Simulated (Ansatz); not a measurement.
# Sc on Ta(110): change of the work function, part 4 of 5

How does Sc on the shortbridge site change the work function of Ta(110) as the layer fills?

Ansatz 0.2.0; plane-wave DFT, PBE, Ansatz PAW (the session's first sound run).

So far, work function, upper face (eV): step 2 (the clean slab) 4.76; step 3 (17 atoms, coverage 0.25 ML, cell 2x2) 2.50; step 4 (18 atoms, coverage 0.5 ML, cell 2x2) 3.01.

**7. The 0.25 ML cell at another level of theory, functional PBEsol**

This step: plane-wave DFT, PBEsol, Ansatz PAW (Ansatz 0.2.0).

The geometry is kept and the functional is PBEsol.

input.yaml

```yaml
crystal:
  lattice:
    - [4.6810468914, -3.31, 0.0]
    - [4.6810468914, 3.31, 0.0]
    - [0.0, 0.0, 28.2045765936]
  atoms:
    - { symbol: Ta, position: [0.0, 0.0, 0.3190971497] }
    - { symbol: Ta, position: [0.25, 0.25, 0.4020809676] }
    - { symbol: Ta, position: [0.002847691, -0.0029768358, 0.4848647954] }
    - { symbol: Ta, position: [0.2503074604, 0.2511994518, 0.563740738] }
    - { symbol: Ta, position: [0.0, 0.5, 0.3190971497] }
    - { symbol: Ta, position: [0.25, 0.75, 0.4020809676] }
    - { symbol: Ta, position: [-0.002847691, 0.5029768358, 0.4848647954] }
    - { symbol: Ta, position: [0.2466628611, 0.7558937806, 0.5696033432] }
    - { symbol: Ta, position: [0.5, 0.0, 0.3190971497] }
    - { symbol: Ta, position: [0.75, 0.25, 0.4020809676] }
    - { symbol: Ta, position: [0.5029767217, -0.0029042975, 0.4851815128] }
    - { symbol: Ta, position: [0.7496925396, 0.2488005482, 0.563740738] }
    - { symbol: Ta, position: [0.5, 0.5, 0.3190971497] }
    - { symbol: Ta, position: [0.75, 0.75, 0.4020809676] }
    - { symbol: Ta, position: [0.4970232783, 0.5029042975, 0.4851815128] }
    - { symbol: Ta, position: [0.7533371389, 0.7441062194, 0.5696033432] }
    - { symbol: Sc, position: [0.0, 0.25, 0.6456075831] }
kpoints:
  mp_grid: { grid: [6, 6, 1] }
hamiltonian:
  xc: pbesol
scf:
  occupations: { method: fermi_dirac, width: 0.1 }
  convergence: { dr2_threshold: 1.0e-08 }
efield:
  axis: 3
  dipole_correction: true
  ramp_position: 0.97
  ramp_width: 0.06
output:
  write_potential: true
  write_density: true
  volumetric_format: npy
```

Command:

```
$ ansatz run input.yaml --threads 4 --pin off --max-ram 6144MiB --backend cpu --events-out ev --progress --plain --runs-dir out
```

Numbers of over 12 decimals in the logs are rounded to 6 here.

The log of the run:

```text
[...]
Crystal: 17 atoms, lattice volume = 874.018 Å³
Basis set: ecut = 420 eV, 17119 PW (Γ)
Bands: 132, of which v1, the nominal top of the filled ones, is band 110 counted from 1 (109 counted from 0)
Symmetry: 2 space group operations
[...]
k-points: 20 of 36
[...]
SCF iter   1: F=—  HF=-159005.347592 eV  |F-HF|=—  |Δ(HF+E_count)|=         —  Δρ=6.00e-3  dr2=4.58e0  ethr=1.77e-3  p=0.383 e·Å  D=7.92e-2 V/Å  ΔV_dip=-2.23 eV  dr2_dipole=4.87e-2  V_vac-E_F(+/−)=2.89/5.12 eV  ⟨swp⟩=11.2  Hψ=13862  notcnv=0
[...]
SCF iter   9: F=-159005.213907 eV  HF=-159005.213907 eV  |F-HF|=2.36e-9  |Δ(HF+E_count)|=   3.12e-8  Δρ=4.99e-7  dr2=3.78e-9  ethr=4.57e-12  p=0.399 e·Å  D=8.25e-2 V/Å  ΔV_dip=-2.33 eV  dr2_dipole=6.72e-11  V_vac-E_F(+/−)=2.54/4.86 eV  ⟨swp⟩=11.9  Hψ=8634  notcnv=0
SCF 1 converged in 9 iterations: F = -159005.213907 eV  dr2 = 3.78e-9
[...]
SCF converged after 9 iterations
Free energy (F): -159005.213907 eV
[...]
Internal energy: -159004.470107 eV  (E = F + TS)
E sigma→0 (E₀):  -159004.842007 eV
Entropy (-TS):   -0.743799 eV (-43.753 meV/atom)
Fermi energy:    4.174035 eV
Dipole field:    D = 0.082516 V/Å  (p = 0.398562 e·Å, saw-weighted, corrected)
Work function:   Φ+ = 2.5364 eV   Φ− = 4.8637 eV
[...]
--- Band table (eV; the first three rows and the last of 20) ---
  k-point 0: bands = [... 106 lower, 4.3756, 4.5306, 4.5973, 4.6462, 4.7703, 4.8225, 4.8335, 5.0016, ... 18 higher]
  k-point 1: bands = [... 106 lower, 4.1765, 4.4070, 4.4422, 4.5003, 4.5881, 4.6907, 4.7197, 4.8055, ... 18 higher]
  k-point 2: bands = [... 106 lower, 3.9298, 3.9465, 4.0032, 4.1128, 4.1194, 4.1720, 4.2573, 4.3506, ... 18 higher]
  k-point 19: bands = [... 106 lower, 4.0401, 4.1870, 4.2309, 4.3020, 4.3140, 4.3737, 4.4966, 4.5107, ... 18 higher]
```

Run time: 30 s. Hardware: 4 threads of AMD EPYC 9R45, shared host; peak memory 3.9 GiB.

The column dr2 measures how far the density is from self-consistency, as an energy; F and HF (Harris–Foulkes) agree once it is small.

This step gave:

- energy at zero smearing: -159004.8420 eV
- work function, upper face: 2.536 eV
- work function, lower face: 4.864 eV
- dipole along the normal: 0.3986 e·Å
- step between the vacuum levels: -2.327 eV

The work function comes to 2.54 eV, +0.04 eV from the first level.

**8. The 0.25 ML cell at another level of theory, functional revpbe**

This step: plane-wave DFT, revPBE, Ansatz PAW (Ansatz 0.2.0).

The geometry is kept and the functional is revPBE.

input.yaml: that of step 7 with these lines changed.

```diff
@@ -26,3 +26,3 @@
 hamiltonian:
-  xc: pbesol
+  xc: revpbe
 scf:
```

The log of the run:

```text
[...]
Crystal: 17 atoms, lattice volume = 874.018 Å³
Basis set: ecut = 420 eV, 17119 PW (Γ)
Bands: 132, of which v1, the nominal top of the filled ones, is band 110 counted from 1 (109 counted from 0)
Symmetry: 2 space group operations
[...]
k-points: 20 of 36
[...]
k-point 0: bands = [... 106 lower, 4.5698, 4.7451, 4.7909, 4.8583, 4.9493, 4.9874, 5.0012, 5.1870, ... 18 higher]
  k-point 1: bands = [... 106 lower, 4.3737, 4.6045, 4.6292, 4.7001, 4.7643, 4.8881, 4.8994, 4.9955, ... 18 higher]
  k-point 2: bands = [... 106 lower, 4.1211, 4.1399, 4.1976, 4.3008, 4.3146, 4.3636, 4.4480, 4.5428, ... 18 higher]
  k-point 19: bands = [... 106 lower, 4.2484, 4.3905, 4.4341, 4.5098, 4.5244, 4.5803, 4.7007, 4.7155, ... 18 higher]
[key lines of the parts left out:]
SCF converged after 9 iterations
Free energy (F): -161189.313946 eV
Fermi energy:    4.371757 eV
Dipole field:    D = 0.081417 V/Å  (p = 0.393255 e·Å, saw-weighted, corrected)
Work function:   Φ+ = 2.3737 eV   Φ− = 4.6700 eV
```

Run time: 30 s. Hardware: 4 threads; peak memory 3.9 GiB; 2 min of CPU time.

The work function comes to 2.37 eV, -0.13 eV from the first level.

**9. Varying the input**

This step: plane-wave DFT, PBE, Ansatz PAW (Ansatz 0.2.0).

System of this step: Sc/Ta(110). The cell holds 18 atoms: 16 Ta and 2 Sc. Its edges and angles: a = 5.733 Å, b = 5.733 Å, c = 28.205 Å, α = 90.0°, β = 90.0°, γ = 70.5°. Vacuum lies along c.

An input spoilt on purpose, to show how the run answers: it repeats the earlier run at 0.5 ML with kpoints.mp_grid.grid from [6, 6, 1] to [1, 1, 1], and scf.max_iter set to 100.

input.yaml

```yaml
crystal:
  lattice:
    - [4.6810468914, -3.31, 0.0]
    - [4.6810468914, 3.31, 0.0]
    - [0.0, 0.0, 28.2045765936]
  atoms:
    - { symbol: Ta, position: [0.0, 0.0, 0.3190971497] }
    - { symbol: Ta, position: [0.25, 0.25, 0.4020809676] }
    - { symbol: Ta, position: [0.0, 0.0, 0.4852358835] }
    - { symbol: Ta, position: [0.25, 0.25, 0.5649765194] }
    - { symbol: Ta, position: [0.0, 0.5, 0.3190971497] }
    - { symbol: Ta, position: [0.25, 0.75, 0.4020809676] }
    - { symbol: Ta, position: [0.0, 0.5, 0.4852358835] }
    - { symbol: Ta, position: [0.25, 0.75, 0.5649765194] }
    - { symbol: Ta, position: [0.5, 0.0, 0.3190971497] }
    - { symbol: Ta, position: [0.75, 0.25, 0.4020809676] }
    - { symbol: Ta, position: [0.5, 0.0, 0.4852358835] }
    - { symbol: Ta, position: [0.75, 0.25, 0.5649765194] }
    - { symbol: Ta, position: [0.5, 0.5, 0.3190971497] }
    - { symbol: Ta, position: [0.75, 0.75, 0.4020809676] }
    - { symbol: Ta, position: [0.5, 0.5, 0.4852358835] }
    - { symbol: Ta, position: [0.75, 0.75, 0.5649765194] }
    - { symbol: Sc, position: [0.0, 0.25, 0.6809028503] }
    - { symbol: Sc, position: [0.5, 0.75, 0.6809028503] }
kpoints:
  mp_grid: { grid: [1, 1, 1] }
hamiltonian:
  xc: pbe
scf:
  occupations: { method: fermi_dirac, width: 0.1 }
  convergence: { dr2_threshold: 1.0e-08 }
  max_iter: 100
efield:
  axis: 3
  dipole_correction: true
  ramp_position: 0.97
  ramp_width: 0.06
relax:
  f_tol: 0.02
  max_steps: 60
  constraints: [{ sites: [0, 1, 4, 5, 8, 9, 12, 13] }]
output:
  bader: true
  dos: { projected: true, e_range: [-8, 4] }
  write_potential: true
  write_density: true
  volumetric_format: npy
```

The log of the run:

```text
[...]
Crystal: 18 atoms, lattice volume = 874.018 Å³
Basis set: ecut = 420 eV, 17119 PW (Γ), exchange–correlation on 80×80×384 points (8 copies of the dense FFT grid, shifted against one another)
Bands: 138, of which v1, the nominal top of the filled ones, is band 115 counted from 1 (114 counted from 0)
Symmetry: 4 space group operations
[...]
k-points: 1
[...]
SCF iter   1: F=—  HF=-163193.057890 eV  |F-HF|=—  |Δ(HF+E_count)|=         —  Δρ=3.24e-2  dr2=1.33e2  ethr=1.77e-3  p=0.309 e·Å  D=6.41e-2 V/Å  ΔV_dip=-1.81 eV  dr2_dipole=6.78e1  V_vac-E_F(+/−)=2.91/4.72 eV  ⟨swp⟩=19.0  Hψ=878  notcnv=0
[...]
SCF iter  13: F=-163191.218377 eV  HF=-163191.218377 eV  |F-HF|=2.62e-10  |Δ(HF+E_count)|=   7.95e-9  Δρ=2.63e-7  dr2=1.27e-9  ethr=4.35e-12  p=0.269 e·Å  D=5.58e-2 V/Å  ΔV_dip=-1.57 eV  dr2_dipole=3.14e-10  V_vac-E_F(+/−)=3.38/4.95 eV  ⟨swp⟩=20.0  Hψ=1002  notcnv=0
SCF 1 converged in 13 iterations: F = -163191.218377 eV  dr2 = 1.27e-9
[...]
relax step   1: F+E_penalty+E_count = -163191.21837684 eV  Δ(F+E_penalty+E_count) = +0.000e0 eV  max|allowed force component| = 2.066e0 eV/Å  Δτ_max = 0.0000 Å  (13 SCF iters, accepted)
[...]
SCF iter   1: F=—  HF=-163192.822474 eV  |F-HF|=—  |Δ(HF+E_count)|=         —  Δρ=9.66e-3  dr2=1.72e1  ethr=3.10e-3  p=0.269 e·Å  D=5.58e-2 V/Å  ΔV_dip=-1.57 eV  dr2_dipole=7.28e0  V_vac-E_F(+/−)=3.42/5.00 eV  ⟨swp⟩=8.0  Hψ=386  notcnv=0
[...]
SCF iter  11: F=-163192.507129 eV  HF=-163192.507129 eV  |F-HF|=7.48e-9  |Δ(HF+E_count)|=   2.72e-8  Δρ=3.62e-7  dr2=6.62e-9  ethr=4.35e-12  p=0.235 e·Å  D=4.87e-2 V/Å  ΔV_dip=-1.37 eV  dr2_dipole=2.75e-9  V_vac-E_F(+/−)=3.51/4.89 eV  ⟨swp⟩=11.0  Hψ=1006  notcnv=0
SCF 2 converged in 11 iterations: F = -163192.507129 eV  dr2 = 6.62e-9
relax step   2: F+E_penalty+E_count = -163192.50712876 eV  Δ(F+E_penalty+E_count) = -1.289e0 eV  max|allowed force component| = 1.162e0 eV/Å  Δτ_max = 0.1948 Å  (11 SCF iters, accepted)
SCF iter   1: F=—  HF=-163194.143931 eV  |F-HF|=—  |Δ(HF+E_count)|=         —  Δρ=1.59e-2  dr2=3.55e1  ethr=3.10e-3  p=0.235 e·Å  D=4.87e-2 V/Å  ΔV_dip=-1.37 eV  dr2_dipole=1.25e1  V_vac-E_F(+/−)=3.58/4.95 eV  ⟨swp⟩=7.0  Hψ=399  notcnv=0
[...]
SCF iter  12: F=-163193.537552 eV  HF=-163193.537552 eV  |F-HF|=1.14e-9  |Δ(HF+E_count)|=   1.07e-8  Δρ=3.00e-7  dr2=2.29e-9  ethr=4.35e-12  p=0.245 e·Å  D=5.07e-2 V/Å  ΔV_dip=-1.43 eV  dr2_dipole=3.90e-10  V_vac-E_F(+/−)=3.52/4.95 eV  ⟨swp⟩=12.0  Hψ=1005  notcnv=0
SCF 3 converged in 12 iterations: F = -163193.537552 eV  dr2 = 2.29e-9
relax step   3: F+E_penalty+E_count = -163193.53755249 eV  Δ(F+E_penalty+E_count) = -1.030e0 eV  max|allowed force component| = 6.971e-1 eV/Å  Δτ_max = 0.1978 Å  (12 SCF iters, accepted)
[...]
relax step   4: F+E_penalty+E_count = -163194.12992257 eV  Δ(F+E_penalty+E_count) = -5.924e-1 eV  max|allowed force component| = 6.599e-1 eV/Å  Δτ_max = 0.1950 Å  (12 SCF iters, accepted)
[...]
relax step   5: F+E_penalty+E_count = -163194.23235435 eV  Δ(F+E_penalty+E_count) = -1.024e-1 eV  max|allowed force component| = 3.251e-1 eV/Å  Δτ_max = 0.1593 Å  (11 SCF iters, accepted)
[...]
relax step   6: F+E_penalty+E_count = -163194.25972042 eV  Δ(F+E_penalty+E_count) = -2.737e-2 eV  max|allowed force component| = 4.071e-2 eV/Å  Δτ_max = 0.0380 Å  (11 SCF iters, accepted)
SCF iter   1: F=—  HF=-163194.260227 eV  |F-HF|=—  |Δ(HF+E_count)|=         —  Δρ=3.20e-4  dr2=6.56e-3  ethr=2.49e-5  p=0.335 e·Å  D=6.93e-2 V/Å  ΔV_dip=-1.95 eV  dr2_dipole=1.90e-4  V_vac-E_F(+/−)=3.10/5.06 eV  ⟨swp⟩=2.0  Hψ=183  notcnv=0
[...]
SCF iter   9: F=-163194.260162 eV  HF=-163194.260162 eV  |F-HF|=1.16e-9  |Δ(HF+E_count)|=   6.69e-9  Δρ=2.07e-7  dr2=1.62e-9  ethr=4.35e-12  p=0.334 e·Å  D=6.91e-2 V/Å  ΔV_dip=-1.95 eV  dr2_dipole=2.60e-10  V_vac-E_F(+/−)=3.11/5.06 eV  ⟨swp⟩=10.0  Hψ=904  notcnv=0
SCF 7 converged in 9 iterations: F = -163194.260162 eV  dr2 = 1.62e-9
relax step   7: F+E_penalty+E_count = -163194.26016167 eV  Δ(F+E_penalty+E_count) = -4.412e-4 eV  max|allowed force component| = 7.170e-3 eV/Å  Δτ_max = 0.0056 Å  (9 SCF iters, accepted)
[...]
SCF converged after 9 iterations
Free energy (F): -163194.260162 eV
[...]
Internal energy: -163193.412276 eV  (E = F + TS)
E sigma→0 (E₀):  -163193.836219 eV
Entropy (-TS):   -0.847886 eV (-47.105 meV/atom)
Fermi energy:    4.638295 eV
Dipole field:    D = 0.069129 V/Å  (p = 0.333902 e·Å, saw-weighted, corrected)
Work function:   Φ+ = 3.1068 eV   Φ− = 5.0566 eV
[...]
--- Forces (eV/Å), atoms counted from 1 ---
  atom   1  Ta     0.00524761    -0.04410761    -0.81454045
  atom   2  Ta     0.03129826     0.01870082     0.80974308
  atom   3  Ta     0.00314463    -0.00223162     0.00616280
  atom   4  Ta     0.00070171     0.00717015    -0.00193266
  atom   5  Ta    -0.00524761     0.04410761    -0.81454045
  atom   6  Ta    -0.03129826    -0.01870082     0.80974308
  atom   7  Ta    -0.00314463     0.00223162     0.00616280
  atom   8  Ta    -0.00070171    -0.00717015    -0.00193266
  atom   9  Ta    -0.00524761     0.04410761    -0.81454045
  atom  10  Ta    -0.03129826    -0.01870082     0.80974308
  atom  11  Ta    -0.00314463     0.00223162     0.00616280
  atom  12  Ta    -0.00070171    -0.00717015    -0.00193266
  atom  13  Ta     0.00524761    -0.04410761    -0.81454045
  atom  14  Ta     0.03129826     0.01870082     0.80974308
  atom  15  Ta     0.00314463    -0.00223162     0.00616280
  atom  16  Ta     0.00070171     0.00717015    -0.00193266
  atom  17  Sc     0.00000000     0.00000000     0.00113897
  atom  18  Sc     0.00000000     0.00000000     0.00113897
  max |Σ_I F_I| component: 9.00e-6 eV/Å
--- Band table (eV) ---
  k-point 0: bands = [... 111 lower, 4.3139, 4.4247, 4.5628, 4.6256, 4.6954, 4.7304, 4.8171, 4.8694, ... 19 higher]
--- Relaxed structure (7 steps of the walk, 7 accepted, 0 SCFs on fresh bases) ---
  F+E_penalty+E_count = -163194.26016167 eV   max|allowed force component| = 7.170e-3 eV/Å
  atoms:
    - { symbol: Ta, position: [0.0, 0.0, 0.3190971497] }
    - { symbol: Ta, position: [0.25, 0.25, 0.4020809676] }
    - { symbol: Ta, position: [-0.000865841, 0.000572232, 0.495763] }
    - { symbol: Ta, position: [0.253614, 0.247185, 0.589814] }
    - { symbol: Ta, position: [0.0, 0.5, 0.3190971497] }
    - { symbol: Ta, position: [0.250000, 0.75, 0.4020809676] }
    - { symbol: Ta, position: [0.000865841, 0.499428, 0.495763] }
    - { symbol: Ta, position: [0.246386, 0.752815, 0.589814] }
    - { symbol: Ta, position: [0.5, 0.0, 0.3190971497] }
    - { symbol: Ta, position: [0.75, 0.250000, 0.4020809676] }
    - { symbol: Ta, position: [0.500866, -0.000572232, 0.495763] }
    - { symbol: Ta, position: [0.746386, 0.252815, 0.589814] }
    - { symbol: Ta, position: [0.5, 0.5, 0.3190971497] }
    - { symbol: Ta, position: [0.75, 0.75, 0.4020809676] }
    - { symbol: Ta, position: [0.499134, 0.500572, 0.495763] }
    - { symbol: Ta, position: [0.753614, 0.747185, 0.589814] }
    - { symbol: Sc, position: [0.0, 0.25, 0.673457] }
    - { symbol: Sc, position: [0.5, 0.75, 0.673457] }
--- Bader charges: 18 sites ---
  site symbol  charge [e]  shift [e]
     0     Ta     -0.1062     0.0000
     1     Ta      0.1158     0.0000
     2     Ta      0.0483     0.0000
     3     Ta     -0.3306     0.0001
     4     Ta     -0.1061     0.0000
     5     Ta      0.1158     0.0000
     6     Ta      0.0483     0.0000
     7     Ta     -0.3306     0.0001
     8     Ta     -0.1061     0.0000
     9     Ta      0.1158     0.0000
    10     Ta      0.0483     0.0000
    11     Ta     -0.3306     0.0001
    12     Ta     -0.1061     0.0000
    13     Ta      0.1158     0.0000
    14     Ta      0.0484     0.0000
    15     Ta     -0.3306     0.0001
    16     Sc      0.5452     0.0002
    17     Sc      0.5452     0.0002
  estimated error of the sums over rays = 7.1e-4 e
```

Elapsed: 53 s, on 4 threads; peak memory 0.98 GiB; 3.5 min of CPU time.

```csv
quantity,this run,earlier run,difference
dipole along the normal (e·Å),0.3339,0.3027,0.031
```

It moves by +0.0312 e·Å.

The fault (one k-point for a small cell) shows in the results, which are not taken further.

(Continued in part 5 of 5.)

[Logs are printed without paths, hosts, clocks, repeated set-up lines and the standing remarks that a program may print on its own settings, such as how far it seeks lower states.]

[Hosts, paths, dates, database ids (printed as entryN), source tags and the programs' standing remarks are cut or masked in the printed files.]

[Maps of the electrostatic potential energy from Ansatz leave out the sawtooth potential of an applied field or a dipole correction, so their vacuum need not be flat; planar profiles and work functions include it.]
